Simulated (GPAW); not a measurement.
# A Fe chain with one Au atom in line: relaxation, then transmission at several levels

How well does a Fe chain with one Au atom in line conduct once its atoms have relaxed, and how much do cheaper levels lose?

Main program and level: GPAW 26.7.0; GPAW LCAO, PAW setups; relaxation of the junction within the symmetry of its start, lead ends held, in the first sound run; inputs show where later runs differ.

Most raw output is cut from this account.

## (1) The starting structure

The cell holds 13 atoms: 12 Fe and 1 Au. Its edges and angles: a = 9.000 Å, b = 9.000 Å, c = 29.592 Å, α = 90.0°, β = 90.0°, γ = 90.0°. Regions: left lead, 6 atoms (6 Fe); channel, 1 atom (1 Au); right lead, 6 atoms (6 Fe). Vacuum lies along a and b. The structure is stacked along c, and the current runs across the ab planes.

## (2) Relaxation

Transmission follows bond lengths closely, so the atoms between the held lead ends are relaxed first, within whatever symmetry the start has.

run.py reads:

```python
import json
from ase import Atoms
from ase.constraints import FixAtoms
from ase.optimize import BFGS
from gpaw import GPAW, FermiDirac

device = Atoms(
    ['Fe', 'Fe', 'Fe', 'Fe', 'Fe', 'Fe', 'Au', 'Fe', 'Fe', 'Fe', 'Fe', 'Fe', 'Fe'],
    positions=[
        [4.50000, 4.50000, 1.13000],
        [4.50000, 4.50000, 3.39000],
        [4.50000, 4.50000, 5.65000],
        [4.50000, 4.50000, 7.91000],
        [4.50000, 4.50000, 10.17000],
        [4.50000, 4.50000, 12.43000],
        [4.50000, 4.50000, 14.79610],
        [4.50000, 4.50000, 17.16220],
        [4.50000, 4.50000, 19.42220],
        [4.50000, 4.50000, 21.68220],
        [4.50000, 4.50000, 23.94220],
        [4.50000, 4.50000, 26.20220],
        [4.50000, 4.50000, 28.46220]],
    cell=[[9.0, 0.0, 0.0], [0.0, 9.0, 0.0], [0.0, 0.0, 29.5922]],
    pbc=True,
    magmoms=[3.0, 3.0, 3.0, 3.0, 3.0, 3.0, 0.0, 3.0, 3.0, 3.0, 3.0, 3.0, 3.0])

device.set_constraint(FixAtoms([0, 1, 2, 3, 4, 8, 9, 10, 11, 12]))
device.calc = GPAW(mode='lcao', basis='dzp', xc='PBE', h=0.18,
                   kpts={'size': (1, 1, 3), 'gamma': True},
                   symmetry={'tolerance': 1e-3, 'extra_ids': [1, 1, 1, 1, 1, 0, 0, 0, 1, 1, 1, 1, 1]},
                   occupations=FermiDirac(0.1), maxiter=250,
                   mixer=dict(beta=0.05, nmaxold=8, weight=100.0),
                   convergence=dict(density=0.0001), txt='relax.txt')
path = []
opt = BFGS(device, maxstep=0.15)
opt.attach(lambda: path.append((device.get_potential_energy(), device.positions.tolist(), device.get_forces().tolist())))
relaxed = bool(opt.run(fmax=0.05, steps=50))
json.dump(dict(relaxed=relaxed, path=path, positions=device.positions.tolist(), moments=device.get_magnetic_moments().tolist(),
               forces=device.get_forces(apply_constraint=False).tolist()), open('result.json', 'w'))
```

Started as:

```sh
OMP_NUM_THREADS=1 OPENBLAS_NUM_THREADS=1 python run.py
```

It took 12 min on 1 thread of Arm Neoverse V1, shared host; peak memory 1.6 GiB.

Relaxation path:

```csv
step,energy less that of the first step (eV),largest force (eV/Å)
1,0.0000,1.7110
2,-0.0795,1.3116
3,-0.2030,0.0202
```

The atoms that moved most (Å):

```csv
atom,dx,dy,dz,length
Fe6,0.000,0.000,-0.105,0.105
Fe8,0.000,0.000,0.105,0.105
```

This step gave:

```yaml
sum_of_the_site_moments: 37.37 μB
```

Site moment by atom:

```csv
atom,site moment (μB)
Fe1,3.09
Fe2,3.09
Fe3,3.09
Fe4,3.11
Fe5,3.05
Fe6,3.20
Au7,0.10
Fe8,3.20
Fe9,3.05
Fe10,3.11
Fe11,3.09
Fe12,3.09
Fe13,3.09
```

The relaxation lowered the energy of the cell by 0.203 eV (energies extrapolated to zero smearing; the optimiser's log prints free energies). The largest force left on a free atom is 0.020 eV/Å.

## (3) GPAW, dzp

Localised orbitals split the wire into layers that couple to their neighbours alone, which is what the Green's function method needs; double zeta with polarisation is the usual level for numbers.

This step: GPAW LCAO, PAW setups; Landauer transmission from Green's functions with principal layers (ASE), zero bias (GPAW 26.7.0).

run.py reads:

```python
import json
import numpy as np
from ase import Atoms
from ase.transport.calculators import TransportCalculator
from gpaw import GPAW, FermiDirac
from gpaw.lcao.tools import get_lcao_hamiltonian
from scipy.linalg import eigh

# The junction with lead layers at both ends, along the third cell vector
device = Atoms(
    ['Fe', 'Fe', 'Fe', 'Fe', 'Fe', 'Fe', 'Au', 'Fe', 'Fe', 'Fe', 'Fe', 'Fe', 'Fe'],
    positions=[
        [4.50000, 4.50000, 1.13000],
        [4.50000, 4.50000, 3.39000],
        [4.50000, 4.50000, 5.65000],
        [4.50000, 4.50000, 7.91000],
        [4.50000, 4.50000, 10.17000],
        [4.50000, 4.50000, 12.32530],
        [4.50000, 4.50000, 14.79610],
        [4.50000, 4.50000, 17.26690],
        [4.50000, 4.50000, 19.42220],
        [4.50000, 4.50000, 21.68220],
        [4.50000, 4.50000, 23.94220],
        [4.50000, 4.50000, 26.20220],
        [4.50000, 4.50000, 28.46220]],
    cell=[[9.0, 0.0, 0.0], [0.0, 9.0, 0.0], [0.0, 0.0, 29.5922]],
    pbc=True,
    magmoms=[3.0, 3.0, 3.0, 3.0, 3.0, 3.0, 0.0, 3.0, 3.0, 3.0, 3.0, 3.0, 3.0])

# One principal layer of the lead: the first 3 atoms of the device
lead = Atoms(
    ['Fe', 'Fe', 'Fe'],
    positions=[
        [4.50000, 4.50000, 1.13000],
        [4.50000, 4.50000, 3.39000],
        [4.50000, 4.50000, 5.65000]],
    cell=[[9.0, 0.0, 0.0], [0.0, 9.0, 0.0], [0.0, 0.0, 6.78]],
    pbc=True,
    magmoms=[3.0, 3.0, 3.0])

settings = dict(mode='lcao', basis='dzp', xc='PBE', h=0.18,
                occupations=FermiDirac(0.1), maxiter=250,
                mixer=dict(beta=0.05, nmaxold=8, weight=100.0),
                convergence=dict(density=0.0001))
energies = np.arange(-2, 2 + 1e-9, 0.025)
eta = 0.0001
n1, n2 = 1, 1
# k and -k transmit alike, so half of the mesh across the current serves
mesh = [(i, j) for i in range(n1) for j in range(n2) if (i, j) <= (-i % n1, -j % n2)]
weights = np.array([1 if (i, j) == (-i % n1, -j % n2) else 2 for i, j in mesh]) / (n1 * n2)

# [... helper functions left out ...]
fermi_lead = ground_state(lead, (1, 1, 17), 'lead.txt')
fermi_device = ground_state(device, (1, 1, 3), 'device.txt')
# [... loop over the mesh left out, but for ...]
        # Shift the lead onto the potential of the device's first layer
        shift = ((H[:, 0, 0] - H0[:, 0, 0]) / S0[0, 0]).real.mean()
# [...]
kT = 8.617333e-5 * 300
bias = [0.1, 0.2, 0.5, 1.0, 1.5, 2.0]
# [... integrals and printing left out ...]
```

Run time: 5.8 min. Hardware: 1 thread; peak memory 1.7 GiB.

This step gave:

* conductance: 1.042 G₀
* largest coupling past the next principal layer: 5.77e-5 eV
* largest misfit of the first principal layer: 0.1279 eV
* shift that aligns the lead: 0.002137 eV
* basis functions of the junction: 195
* basis functions of a principal layer: 45
* transmission at the Fermi level, spin up: 0.9672
* transmission at the Fermi level, spin down: 1.115

Each spin. Transmission, zone mean against energy, zero at the Fermi level:

```csv
energy (eV),"T, spin up","T, spin down"
-2.000,1.93,0.873
-1.800,1.77,0.827
-1.600,1.76,0.811
-1.400,1.93,0.808
-1.225,2.63,1.07
-1.200,2.12,1.12
-1.125,2.95,1.15
-1.000,0.975,1.14
-0.800,0.970,1.20
-0.600,0.966,1.19
-0.400,0.965,1.18
-0.200,0.965,1.16
0.000,0.967,1.12
0.200,0.970,1.10
0.400,0.973,1.09
0.600,0.976,1.10
0.800,0.979,1.12
1.000,0.981,1.16
1.200,0.982,1.20
1.400,0.984,1.27
1.500,0.984,1.33
1.600,0.985,1.15
1.800,0.986,1.27
1.875,0.987,1.39
2.000,0.987,0.914
```

Not self-consistent under bias; the bias window is split evenly. Current through one cell, from the zero-bias transmission against bias:

```csv
bias (V),"current through one cell, from the zero-bias transmission (μA)"
0.100,8.07
0.200,16.2
0.500,40.5
1.000,81.3
1.500,122
2.000,164
```

The transmission of the three most open eigenchannels by energy, zero at the Fermi level:

```csv
energy (eV),channel 1 up,channel 2 up,channel 3 up,channel 1 down,channel 2 down,channel 3 down
-2.000,0.994,0.330,0.330,0.873,0,0
-1.800,0.989,0.298,0.298,0.827,0,0
-1.600,0.987,0.306,0.306,0.811,0,0
-1.400,0.984,0.381,0.381,0.808,0,0
-1.200,0.954,0.582,0.582,0.813,0.155,0.155
-1.000,0.975,3.1e-11,3.1e-11,0.822,0.157,0.157
-0.800,0.970,0,0,0.827,0.142,0.142
-0.600,0.966,0,0,0.833,0.135,0.135
-0.400,0.965,0,0,0.841,0.136,0.136
-0.200,0.965,0,0,0.854,0.123,0.123
0.000,0.967,0,0,0.875,0.0970,0.0970
0.200,0.970,0,0,0.900,0.0760,0.0760
0.400,0.973,0,0,0.920,0.0667,0.0667
0.600,0.976,0,0,0.936,0.0670,0.0670
0.800,0.979,0,0,0.948,0.0736,0.0736
1.000,0.981,0,0,0.960,0.0833,0.0833
1.200,0.982,0,0,0.973,0.0954,0.0954
1.400,0.984,0,0,0.990,0.115,0.115
1.600,0.985,0,0,0.861,0.147,0.147
1.800,0.986,0,0,0.882,0.196,0.196
2.000,0.987,0,0,0.914,2.7e-11,2.7e-11
```

Couplings past the next layer reach 5.8e-5 eV, small enough to drop; the matrix elements of the cell's first layer differ from the bulk lead's by up to 0.13 eV. That layer keeps its own values in the calculation, and only beyond it is the lead taken as perfect. The Fermi levels of lead and junction count from different zeros of potential, one for each periodic cell; with both set to zero, the small remaining shift is what aligns them. Without spin-orbit coupling, which is large for these atoms, channel counts and T are those of the scalar-relativistic bands. By hand: G = 1.042 × 77.48 μS = 80.7 μS, a resistance of 12.4 kΩ; at 0.1 V a linear junction would pass 8.07 μA, and the integral over the bias window gives 8.07 μA.

## (4) GPAW, szp: basis = "szp(dzp)"

One radial function a shell plus polarisation makes the matrices smaller; the question is what that costs.

run.py, as its differences from that of step 3:

```diff
@@ -40,3 +40,3 @@
 
-settings = dict(mode='lcao', basis='dzp', xc='PBE', h=0.18,
+settings = dict(mode='lcao', basis='szp(dzp)', xc='PBE', h=0.18,
                 occupations=FermiDirac(0.1), maxiter=250,
```

The job ended after 2.3 min (1 thread; peak memory 1.7 GiB).

Numbers from this step:

| Property | Result |
| --- | --- |
| conductance | 1.073 G₀ |
| largest coupling past the next principal layer | 5.85e-5 eV |
| largest misfit of the first principal layer | 0.05462 eV |
| shift that aligns the lead | 0.006277 eV |
| basis functions of the junction | 117 |
| basis functions of a principal layer | 27 |
| transmission at the Fermi level, spin up | 0.9513 |
| transmission at the Fermi level, spin down | 1.196 |

Each spin. The transmission, zone mean by energy, zero at the Fermi level:

```csv
energy (eV),"T, spin up","T, spin down"
-2.000,1.67,0.863
-1.900,1.66,0.858
-1.800,1.68,0.854
-1.700,1.71,0.851
-1.600,1.75,0.848
-1.500,1.86,0.846
-1.425,2.13,0.845
-1.400,1.27,0.845
-1.300,1.87,0.843
-1.200,2.23,0.842
-1.100,2.92,0.857
-1.000,0.946,1.22
-0.900,0.943,1.32
-0.875,0.943,1.33
-0.800,0.943,1.29
-0.700,0.943,1.21
-0.600,0.944,1.17
-0.500,0.945,1.16
-0.400,0.947,1.18
-0.300,0.948,1.21
-0.200,0.949,1.22
-0.100,0.950,1.22
0.000,0.951,1.20
0.100,0.952,1.17
0.200,0.953,1.20
0.300,0.954,1.18
0.400,0.955,1.11
0.500,0.955,1.10
0.600,0.956,1.10
0.700,0.957,1.11
0.800,0.957,1.13
0.900,0.958,1.09
1.000,0.958,0.129
1.100,0.959,0.748
1.200,0.959,0.650
1.300,0.960,0.679
1.400,0.961,0.734
1.500,0.961,0.797
1.600,0.962,0.868
1.700,0.962,0.953
1.800,0.963,1.07
1.900,0.963,1.26
1.950,0.964,1.33
2.000,0.964,1.23
```

Not self-consistent under bias; the bias window is split evenly. Table of current through one cell, from the zero-bias transmission by bias:

```csv
bias (V),"current through one cell, from the zero-bias transmission (μA)"
0.100,8.32
0.200,16.6
0.500,41.6
1.000,82.5
1.500,123
2.000,164
```

Table of transmission of the three most open eigenchannels by energy, zero at the Fermi level:

```csv
energy (eV),channel 1 up,channel 2 up,channel 3 up,channel 1 down,channel 2 down,channel 3 down
-2.000,0.985,0.236,0.236,0.863,0,0
-1.800,0.985,0.254,0.254,0.854,0,0
-1.600,0.983,0.286,0.286,0.848,0,0
-1.400,0.573,0.350,0.350,0.845,0,0
-1.200,0.966,0.631,0.631,0.842,0,0
-1.000,0.946,6.2e-10,6.2e-10,0.846,0.158,0.158
-0.800,0.943,0,0,0.841,0.174,0.174
-0.600,0.944,0,0,0.843,0.123,0.123
-0.400,0.947,0,0,0.875,0.114,0.114
-0.200,0.949,0,0,0.938,0.105,0.105
0.000,0.951,0,0,0.972,0.0865,0.0865
0.200,0.953,0,0,0.977,0.0684,0.0684
0.400,0.955,0,0,0.973,0.0562,0.0562
0.600,0.956,0,0,0.978,0.0503,0.0503
0.800,0.957,0,0,0.998,0.0512,0.0512
1.000,0.958,0,0,0.0590,0.0590,0.0111
1.200,0.959,0,0,0.499,0.0755,0.0755
1.400,0.961,0,0,0.544,0.0951,0.0951
1.600,0.962,0,0,0.627,0.120,0.120
1.800,0.963,0,0,0.702,0.187,0.187
2.000,0.964,0,0,0.759,0.236,0.236
```

Site moment by atom:

```csv
atom,site moment (μB)
Fe1,3.18
Fe2,3.19
Fe3,3.18
Fe4,3.20
Fe5,3.15
Fe6,3.27
Au7,0.09
Fe8,3.27
Fe9,3.15
Fe10,3.20
Fe11,3.18
Fe12,3.19
Fe13,3.18
```

The conductance, 1.07 G₀, lies 3.0 % above that of the dzp run.

## (5) GPAW, sz: basis = "sz(dzp)"

The minimal basis is the cheapest rung: no second zeta and no polarisation.

run.py, as its differences from that of step 4:

```diff
@@ -40,3 +40,3 @@
 
-settings = dict(mode='lcao', basis='szp(dzp)', xc='PBE', h=0.18,
+settings = dict(mode='lcao', basis='sz(dzp)', xc='PBE', h=0.18,
                 occupations=FermiDirac(0.1), maxiter=250,
```

Wall time 2.2 min (1 thread); peak memory 1.6 GiB.

Numbers from this step:

* conductance: 1.108 G₀
* largest coupling past the next principal layer: 5.86e-5 eV
* largest misfit of the first principal layer: 0.08451 eV
* shift that aligns the lead: 0.02973 eV
* basis functions of the junction: 78
* basis functions of a principal layer: 18
* transmission at the Fermi level, spin up: 0.9544
* transmission at the Fermi level, spin down: 1.262

Each spin. Transmission, zone mean against energy, zero at the Fermi level:

```csv
energy (eV),"T, spin up","T, spin down"
-2.000,1.70,0.856
-1.900,1.69,0.850
-1.800,1.71,0.846
-1.700,1.75,0.844
-1.600,1.89,0.843
-1.500,0.758,0.842
-1.400,1.61,0.841
-1.300,2.03,0.847
-1.200,2.91,0.905
-1.100,0.910,1.21
-1.000,0.925,1.26
-0.900,0.925,1.33
-0.800,0.927,1.30
-0.700,0.930,1.24
-0.600,0.934,1.20
-0.500,0.937,1.21
-0.400,0.941,1.24
-0.300,0.945,1.27
-0.200,0.948,1.29
-0.100,0.951,1.28
0.000,0.954,1.26
0.100,0.957,1.23
0.200,0.960,1.24
0.300,0.962,1.20
0.400,0.964,1.15
0.500,0.967,1.12
0.600,0.969,1.06
0.700,0.970,0.846
0.800,0.972,0.108
0.900,0.974,1.09
1.000,0.976,0.728
1.100,0.977,0.599
1.200,0.979,0.571
1.300,0.980,0.582
1.400,0.982,0.608
1.500,0.983,0.641
1.600,0.984,0.679
1.700,0.986,0.729
1.800,0.987,0.828
1.900,0.988,1.09
1.950,0.989,1.25
2.000,0.990,0.962
```

The conductance, 1.11 G₀, lies 6.3 % above that of the dzp run.

## (6) revPBE in the dzp basis: xc = "revPBE"

Back in the dzp basis, the functional changes from PBE to revPBE, to set the spread between functionals beside that between bases.

run.py, as its differences from that of step 5:

```diff
@@ -40,3 +40,3 @@
 
-settings = dict(mode='lcao', basis='sz(dzp)', xc='PBE', h=0.18,
+settings = dict(mode='lcao', basis='dzp', xc='revPBE', h=0.18,
                 occupations=FermiDirac(0.1), maxiter=250,
```

Wall time 5.5 min (1 thread); peak memory 1.7 GiB.

This step gave:

- conductance: 1.027 G₀
- largest coupling past the next principal layer: 6.15e-5 eV
- largest misfit of the first principal layer: 0.1828 eV
- shift that aligns the lead: 0.01099 eV
- basis functions of the junction: 195
- basis functions of a principal layer: 45
- transmission at the Fermi level, spin up: 0.9663
- transmission at the Fermi level, spin down: 1.086

The conductance, 1.03 G₀, lies 1.4 % below that of the dzp run.

## (7) Without the relaxation: geometry = "as built"

The dzp basis with PBE on the structure as first built shows what the relaxation was worth.

run.py, as its differences from that of step 6:

```diff
@@ -17,5 +17,5 @@
         [4.50000, 4.50000, 10.17000],
-        [4.50000, 4.50000, 12.32530],
+        [4.50000, 4.50000, 12.43000],
         [4.50000, 4.50000, 14.79610],
-        [4.50000, 4.50000, 17.26690],
+        [4.50000, 4.50000, 17.16220],
         [4.50000, 4.50000, 19.42220],
@@ -40,3 +40,3 @@
 
-settings = dict(mode='lcao', basis='dzp', xc='revPBE', h=0.18,
+settings = dict(mode='lcao', basis='dzp', xc='PBE', h=0.18,
                 occupations=FermiDirac(0.1), maxiter=250,
```

It took 8.4 min on 1 thread; peak memory 1.7 GiB.

Numbers from this step:

| Property | Result |
| --- | --- |
| conductance | 1.364 G₀ |
| largest coupling past the next principal layer | 5.77e-5 eV |
| largest misfit of the first principal layer | 0.1368 eV |
| shift that aligns the lead | 0.001246 eV |
| transmission at the Fermi level, spin up | 0.9819 |
| transmission at the Fermi level, spin down | 1.747 |

The conductance, 1.36 G₀, lies 31 % above that of the dzp run.

## (8) Cost and result by level

Times are for 1 thread of Arm Neoverse V1, shared host. The runs compared:

```csv
no.,run,conductance (G₀),time,memory (GiB)
1,dzp,1.042,5.8 min,1.7
2,szp,1.073,2.3 min,1.7
3,sz,1.108,2.2 min,1.6
4,dzp revPBE,1.027,5.5 min,1.7
5,asbuilt,1.364,8.4 min,1.7
```

## (9) The levels side by side

The curves are compared point by point over the common energies.

This step: comparison of transmission and cost over codes, levels and geometry (GPAW 26.7.0).

Ladder, by row:

```csv
step,code,T at the Fermi level (sum over the listed spins),conductance (G0),r.m.s. T(E) from the first,wall time (s),peak memory (GiB),threads
dzp,GPAW,2.082,1.042,0,350.8,1.72,1
szp,GPAW,2.147,1.073,0.3249,135.2,1.7,1
sz,GPAW,2.216,1.108,0.3872,131.7,1.65,1
dzp-revPBE,GPAW,2.053,1.027,0.2209,328.5,1.72,1
asbuilt,GPAW,2.729,1.364,0.5083,501.6,1.72,1
```

(Part 1 of 2 ends here.)

[Logs are printed without paths, hosts, clocks, repeated set-up lines and the standing remarks that a program may print on its own settings, such as how far it seeks lower states.]

[Hosts, paths, dates, database ids (printed as entryN), source tags and the programs' standing remarks are cut or masked in the printed files.]
